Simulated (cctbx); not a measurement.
**CaPb2: solution and refinement**

Cell a = 9.4030 Å, b = 9.4030 Å, c = 9.4030 Å, α = 90.00°, β = 90.00°, γ = 90.00°; space group Fd-3m (no. 227, origin choice 1); content Pb16 Ca8.

Simulated single-crystal data (cctbx): Cu Kα, λ = 1.54184 Å, to d = 0.8 Å, 50 % of the full sphere, strongest reflection 20000 counts, noise from counting, a 1.5 % proportional error and a noise floor of 15 counts (s.d.); no absorption.

Charge flipping in P1 on normalised amplitudes to 0.8 Å, δ = 1.2 σ, 30 % of the reflections treated as weak, 300 cycles:

```text
cycle      R  skewness
    0  0.606     0.38
   25  0.227     5.61
   50  0.228     4.97
   75  0.227     4.96
  100  0.226     5.09
  125  0.215     4.83
  150  0.225     4.86
  175  0.228     4.89
  200  0.212     4.90
  225  0.227     4.82
  250  0.220     4.74
  275  0.237     4.96
origin shift          correlation  skewness
 0.469  0.090  0.197      0.878      1.66
 0.004  0.005  0.011      0.903     -0.18
 0.260  0.100  0.221      0.909      7.77
 0.388  0.335  0.011      0.872      0.16
taken: symmetry correlation 0.909, skewness 7.77
peak      x       y       z  mult  height/sigma
Q1    0.1250  0.1250  0.1250   16     16.6
Q2    0.0000  0.0000  0.5000    8      3.3
Q3    0.0031  0.0825  0.4175   96      1.3
Q4    0.0000  0.0000  0.3097   48      0.8
Q5    0.9968  0.1771  0.3229   96      0.7
Q6    0.1250  0.1250  0.6250   16      0.5
Q7    0.1050  0.1050  0.3950   32      0.3
```

The origin is taken among those within 0.04 of the best correlation, by the skewness of the map.

It took 2.6 s on 1 thread of Arm Neoverse N1, with other jobs on the host, peak memory 0.08 GiB.

**Question.** Which peaks are atoms, and which elements?

Heights go roughly as Z and multiplicities must add up to the content. First model: Q1 = Pb1 (16 in the cell, height 16.6) and Q2 = Ca1 (8 in the cell, height 3.3). Against the true structure, Q1 is Pb and Q2 is Ca; the other peaks are not atoms.

Least squares on F², isotropic:

```text
Rint 0.022, 58 unique reflections to 0.81 A
cycle     R1     wR2    GooF  max shift (A)
   1  0.0475  0.0992   9.095   0.00000
   2  0.0163  0.0386   3.540   0.00000
final R1 0.0163 wR2 0.0386 GooF 3.540  parameters 2  data/parameter 29.0
atom        x        y        z      Ueq    occ   su(xyz)  su(Uiso or U11)
Pb1    0.12500  0.12500  0.12500   0.0259  1.000  0.00000  0.0003
Ca1    0.00000  0.00000  0.50000   0.0230  1.000  0.00000  0.0013
difference map: max 1.28 min -2.02 rms 0.25
Q1    0.1250  0.1250  0.1250   16    1.28  0.00 A from Pb1
Q2    0.0919  0.0919  0.5919   32    0.94  1.50 A from Ca1
Q3    0.0786  0.1500  0.3500   96    0.66  2.13 A from Ca1
Q4    0.0595  0.0595  0.9405   32    0.64  1.94 A from Pb1
Q5    0.0000  0.0000  0.4233   48    0.61  0.72 A from Ca1
```

Anisotropic refinement:

```text
Rint 0.022, 58 unique reflections to 0.81 A
cycle     R1     wR2    GooF  max shift (A)
   1  0.0163  0.0386   3.572   0.00000
   2  0.0052  0.0101   0.938   0.00000
final R1 0.0052 wR2 0.0101 GooF 0.938  parameters 3  data/parameter 19.3
atom        x        y        z      Ueq    occ   su(xyz)  su(Uiso or U11)
Pb1    0.12500  0.12500  0.12500   0.0257  1.000  0.00000  0.0001
Ca1    0.00000  0.00000  0.50000   0.0227  1.000  0.00000  0.0003
difference map: max 0.66 min -0.42 rms 0.15
Q1    0.0371  0.1694  0.8306   96    0.67  1.63 A from Pb1
Q2    0.0420  0.1692  0.3308   96    0.66  2.13 A from Pb1
Q3    0.0811  0.0811  0.5811   32    0.59  1.32 A from Ca1
Q4    0.0799  0.0799  0.0799   32    0.48  0.74 A from Pb1
Q5    0.0000  0.0000  0.4248   48    0.46  0.71 A from Ca1
Q6    0.0389  0.1250  0.7111   96    0.35  2.18 A from Pb1
```

**Reading.** The refinement ends at R1 = 0.0052, wR2 = 0.0101, GooF = 0.94, with difference density between -0.42 and 0.66 e/Å³. Every site matches the true model in element, within 0.001 Å r.m.s., up to an allowed shift of origin.

True model:

```
atom  mult.    x    y    z  Ueq (Å²)
 Pb1     16  5/8  7/8  3/8    0.0257
 Ca1      8  1/4  3/4  1/4    0.0231
```

The model is made up (kin elements in a known structure type, no relaxation), so it says nothing on whether the phase exists.

[Middle refinement cycles are left out of these outputs.]

[Logs are printed without paths, hosts, clocks, repeated set-up lines and the standing remarks that a program may print on its own settings, such as how far it seeks lower states.]
